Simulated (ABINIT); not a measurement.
# AlGaN2 (P3m1): G0W0 in ABINIT against the wavefunction cutoff in GW

Wanted: the cheapest wavefunction cutoff in GW that holds the gap of AlGaN2 (P3m1).

Program: ABINIT 10.8.3. Level of theory: LDA and many-body steps on it, plane waves. Values are calculated unless marked as measured.

The raw output is cut from this account; settings, times and results stay.

**1. The starting structure**

Symmetry: P3m1, No. 156, trigonal system. Conventional cell: a = 3.145 Å, b = 3.145 Å, c = 5.097 Å, α = 90.00°, β = 90.00°, γ = 120.00°. Nearest to Al lie 4 N at 1.89 to 1.90 Å. Nearest to Ga lie 4 N at 1.93 to 1.96 Å. N has 3 Al at 1.90 Å and 1 Ga at 1.96 Å nearest. N has 1 Al at 1.89 Å and 3 Ga at 1.93 Å nearest. Farther neighbours, and contacts between anions beyond the nearest, are not listed.

The cell and positions are those that the Materials Project relaxed with its own functionals (PBE, PBE+U or r2SCAN), kept fixed.

**2. Screening, 3×3×2 mesh, 30 bands, screening to 106.1 eV**

This step: ABINIT 10.8.3; RPA screening on LDA, plane waves, norm-conserving pseudopotentials.

The RPA dielectric matrix is built and inverted for each q.

File run.abi:

```
acell 3*1.0 Angstrom
rprim 
  3.145282644058 -0.000000000015 0.000000000000
  -1.572641322016 2.723894671844 0.000000000000
  0.000000000000 0.000000000000 5.096893730000
ntypat 3
znucl 13 31 7
natom 4
typat 1 2 3 3
xred 
  0.000000000000 0.000000000000 0.999263770000
  0.666666666667 0.333333333333 0.497174210000
  0.666666666667 0.333333333333 0.111803640000
  0.000000000000 0.000000000000 0.628158390000
pp_dirpath "pseudos"
pseudos "Al.upf, Ga.upf, N.upf"
ecut 36
ngkpt 3 3 2
nshiftk 1
shiftk 0 0 0
kptopt 1
chksymbreak 0
istwfk *1
occopt 1
irdwfk 1
optdriver 3
nband 30
ecuteps 3.9
inclvkb 2
awtr 1
symchi 1
ecutwfn 10.8
indata_prefix "in"
outdata_prefix "out"
tmpdata_prefix "tmp"
```

The run is started by

```bash
$ OMP_NUM_THREADS=1 mpirun -n 4 abinit run.abi > log
```

It took 2.8 s on 4 MPI ranks of Arm Neoverse V2, shared host; peak memory 0.07 GiB; 11 s of CPU time.

Numbers from this step:

```
ε∞ with local fields, on this mesh    : 6.830
ε∞ without local fields, on this mesh : 7.346
plasma frequency                      : 27.84 eV
plane waves in the screening matrix   : 111
```

Local fields lower ε∞ by 7 %. On a Γ-centred mesh this coarse the value itself is usually too large, while a short band sum pulls it down.

**3. 10.8 Ha**

This step: G0W0 on LDA, plane waves, norm-conserving pseudopotentials.

Changes to run.abi since step 2:

```diff
@@ -25,8 +25,15 @@
 irdwfk 1
-optdriver 3
+optdriver 4
 nband 30
+gwcalctyp 0
+ecutsigx 10.8
+symsigma 1
+nkptgw 1
+kptgw 
+  0.0000000000 0.0000000000 0.0000000000
+bdgw 
+  12 15
 ecuteps 3.9
-inclvkb 2
-awtr 1
-symchi 1
+irdscr 1
+ppmodel 1
 ecutwfn 10.8
```

It took 2.4 s on 4 MPI ranks; peak memory 0.07 GiB; 9.4 s of CPU time.

Read from the output:

- G0W0 gap on the mesh: 3.741 eV
- starting gap on the mesh: 2.921 eV
- k of the valence top: 0, 0, 0
- k of the conduction bottom: 0, 0, 0
- Z at the valence top: 0.8
- Z at the conduction bottom: 0.82
- least direct G0W0 gap on the computed points: 3.741 eV

**4. Screening, 3×3×2 mesh, 30 bands, screening to 106.1 eV**

This step: RPA screening on LDA, plane waves, norm-conserving pseudopotentials.

Changes to run.abi since step 3:

```diff
@@ -25,16 +25,9 @@
 irdwfk 1
-optdriver 4
+optdriver 3
 nband 30
-gwcalctyp 0
-ecutsigx 10.8
-symsigma 1
-nkptgw 1
-kptgw 
-  0.0000000000 0.0000000000 0.0000000000
-bdgw 
-  12 15
 ecuteps 3.9
-irdscr 1
-ppmodel 1
-ecutwfn 10.8
+inclvkb 2
+awtr 1
+symchi 1
+ecutwfn 18
 indata_prefix "in"
```

The job ended after 3 s (4 MPI ranks; peak memory 0.07 GiB).

Numbers from this step:

| Item | Value |
| --- | --- |
| ε∞ with local fields, on this mesh | 6.554 |
| ε∞ without local fields, on this mesh | 7.052 |
| plasma frequency | 28.56 eV |
| plane waves in the screening matrix | 111 |

**5. 18 Ha**

The self-energy is evaluated for the states that the input lists, and the quasiparticle equation is solved.

This step: G0W0 on LDA, plane waves, norm-conserving pseudopotentials.

Changes to run.abi since step 4:

```diff
@@ -25,8 +25,15 @@
 irdwfk 1
-optdriver 3
+optdriver 4
 nband 30
+gwcalctyp 0
+ecutsigx 18
+symsigma 1
+nkptgw 1
+kptgw 
+  0.0000000000 0.0000000000 0.0000000000
+bdgw 
+  12 15
 ecuteps 3.9
-inclvkb 2
-awtr 1
-symchi 1
+irdscr 1
+ppmodel 1
 ecutwfn 18
```

Elapsed: 2.5 s, on 4 MPI ranks; peak memory 0.07 GiB; 9.7 s of CPU time.

This step gave:

* G0W0 gap on the mesh: 3.775 eV
* starting gap on the mesh: 2.921 eV
* k of the valence top: 0, 0, 0
* k of the conduction bottom: 0, 0, 0
* Z at the valence top: 0.796
* Z at the conduction bottom: 0.819
* least direct G0W0 gap on the computed points: 3.775 eV

The gap on the mesh goes from 2.92 eV to 3.78 eV, a correction of +0.85 eV.

**6. Screening, 3×3×2 mesh, 30 bands, screening to 106.1 eV**

This step: RPA screening on LDA, plane waves, norm-conserving pseudopotentials.

Changes to run.abi since step 5:

```diff
@@ -25,16 +25,9 @@
 irdwfk 1
-optdriver 4
+optdriver 3
 nband 30
-gwcalctyp 0
-ecutsigx 18
-symsigma 1
-nkptgw 1
-kptgw 
-  0.0000000000 0.0000000000 0.0000000000
-bdgw 
-  12 15
 ecuteps 3.9
-irdscr 1
-ppmodel 1
-ecutwfn 18
+inclvkb 2
+awtr 1
+symchi 1
+ecutwfn 27
 indata_prefix "in"
```

Run time: 3.4 s. Hardware: 4 MPI ranks; peak memory 0.35 GiB; 13 s of CPU time.

This step gave:

- ε∞ with local fields, on this mesh: 6.441
- ε∞ without local fields, on this mesh: 6.930
- plasma frequency: 28.65 eV
- plane waves in the screening matrix: 111

**7. 27 Ha**

This step: G0W0 on LDA, plane waves, norm-conserving pseudopotentials.

Changes to run.abi since step 6:

```diff
@@ -25,8 +25,15 @@
 irdwfk 1
-optdriver 3
+optdriver 4
 nband 30
+gwcalctyp 0
+ecutsigx 27
+symsigma 1
+nkptgw 1
+kptgw 
+  0.0000000000 0.0000000000 0.0000000000
+bdgw 
+  12 15
 ecuteps 3.9
-inclvkb 2
-awtr 1
-symchi 1
+irdscr 1
+ppmodel 1
 ecutwfn 27
```

It took 2.5 s on 4 MPI ranks; peak memory 0.08 GiB.

Numbers from this step:

- G0W0 gap on the mesh: 3.826 eV
- starting gap on the mesh: 2.921 eV
- k of the valence top: 0, 0, 0
- k of the conduction bottom: 0, 0, 0
- least direct G0W0 gap on the computed points: 3.826 eV

Against the run before, the gap moves by +0.051 eV.

**8. Screening, 3×3×2 mesh, 30 bands, screening to 106.1 eV**

This step: RPA screening on LDA, plane waves, norm-conserving pseudopotentials.

Changes to run.abi since step 7:

```diff
@@ -25,16 +25,8 @@
 irdwfk 1
-optdriver 4
+optdriver 3
 nband 30
-gwcalctyp 0
-ecutsigx 27
-symsigma 1
-nkptgw 1
-kptgw 
-  0.0000000000 0.0000000000 0.0000000000
-bdgw 
-  12 15
 ecuteps 3.9
-irdscr 1
-ppmodel 1
-ecutwfn 27
+inclvkb 2
+awtr 1
+symchi 1
 indata_prefix "in"
```

It took 4 s on 4 MPI ranks; peak memory 0.42 GiB.

Numbers from this step:

| Property | Result |
| --- | --- |
| ε∞ with local fields, on this mesh | 6.429 |
| ε∞ without local fields, on this mesh | 6.917 |
| plasma frequency | 28.65 eV |
| plane waves in the screening matrix | 111 |

**9. 36 Ha**

This step: G0W0 on LDA, plane waves, norm-conserving pseudopotentials.

Changes to run.abi since step 8:

```diff
@@ -25,8 +25,15 @@
 irdwfk 1
-optdriver 3
+optdriver 4
 nband 30
+gwcalctyp 0
+ecutsigx 36
+symsigma 1
+nkptgw 1
+kptgw 
+  0.0000000000 0.0000000000 0.0000000000
+bdgw 
+  12 15
 ecuteps 3.9
-inclvkb 2
-awtr 1
-symchi 1
+irdscr 1
+ppmodel 1
 indata_prefix "in"
```

Run time: 2.8 s. Hardware: 4 MPI ranks; peak memory 0.1 GiB.

This step gave:

```
G0W0 gap on the mesh                         : 3.849 eV
starting gap on the mesh                     : 2.921 eV
k of the valence top                         : 0, 0, 0
k of the conduction bottom                   : 0, 0, 0
least direct G0W0 gap on the computed points : 3.849 eV
```

Against the run before, the gap moves by +0.023 eV.

**10. The runs together**

Times are wall times on 4 MPI ranks of Arm Neoverse V2, shared host, good to a factor of about two. A run's time includes the screening step that it read.

| run | mesh | bands | screening cutoff (eV) | DFT gap (eV) | gap on the mesh (eV) | direct (eV) | ε∞ used | time |
| --- | --- | --- | --- | --- | --- | --- | --- | --- |
| 10.8 Ha | 3×3×2 | 30 | 106.1 | 2.921 | 3.741 | 3.741 | 6.83 | 5.2 s |
| 18 Ha | 3×3×2 | 30 | 106.1 | 2.921 | 3.775 | 3.775 | 6.55 | 5.5 s |
| 27 Ha | 3×3×2 | 30 | 106.1 | 2.921 | 3.826 | 3.826 | 6.44 | 5.9 s |
| 36 Ha | 3×3×2 | 30 | 106.1 | 2.921 | 3.849 | 3.849 | 6.43 | 6.8 s |

**11. Results**

```json
{"10.8 Ha": "3.741 eV", "18 Ha": "3.775 eV", "27 Ha": "3.826 eV", "36 Ha": "3.849 eV", "known limits": "short of the basis limit; exchange with frozen shells missing; no spin-orbit coupling; coarse k mesh"}
```

In words: The setting moved: wavefunction cutoff in GW. From 10.8 Ha to 36 Ha the gap moves by +0.11 eV. The last step still moves it by +0.023 eV. Bands and screening cutoff are coupled, so a series along one setting does not show full convergence. The exchange cutoff follows the wavefunction cutoff here. Where bands and cutoff are finite, the G0W0 gap stands short of the basis limit, usually by up to a few tenths of an eV; the mesh is an error of its own. The 3×3×2 mesh is coarse for this cell, which bears on the long-range parts of exchange and screening. The norm-conserving file of at least one element keeps a d shell over frozen s and p shells of the same row. Exchange with those shells is missing from the self-energy, an error of 0.3 to 0.9 eV in cases checked, whose sign depends on which edge lies on those atoms. The many-body steps are scalar-relativistic: spin-orbit coupling is not in them.

[Long decimals in the printed logs are rounded to 6 places.]

[Logs are printed without paths, hosts, clocks, repeated set-up lines and the standing remarks that a program may print on its own settings, such as how far it seeks lower states.]

[Paths, hosts, dates, memory and timing lines, banners, echoed tables and standing remarks are left out of the program output; an Ansatz launch command may be rebuilt from the run's recorded settings. Measured values are a selection of at most five: reports struck by readers or far from the other reports are left out. None is set beside runs whose start may be inverted or whose files or cutoffs have a known fault.]

[Runs of the session that timed out or met a known fault of the program may be left out.]

[Hosts, paths, dates, database ids (printed as entryN), source tags and the programs' standing remarks are cut or masked in the printed files.]

[G0W0 gaps are taken among the corrected bands and points alone; a level outside them can change the order at an edge.]

[Where Ansatz stands beside ABINIT at settings called matched, ABINIT's density can come from a denser mesh and the files from another edition; pairs whose starting gaps differed by over 0.03 eV were left out, so agreement reads better than it is.]
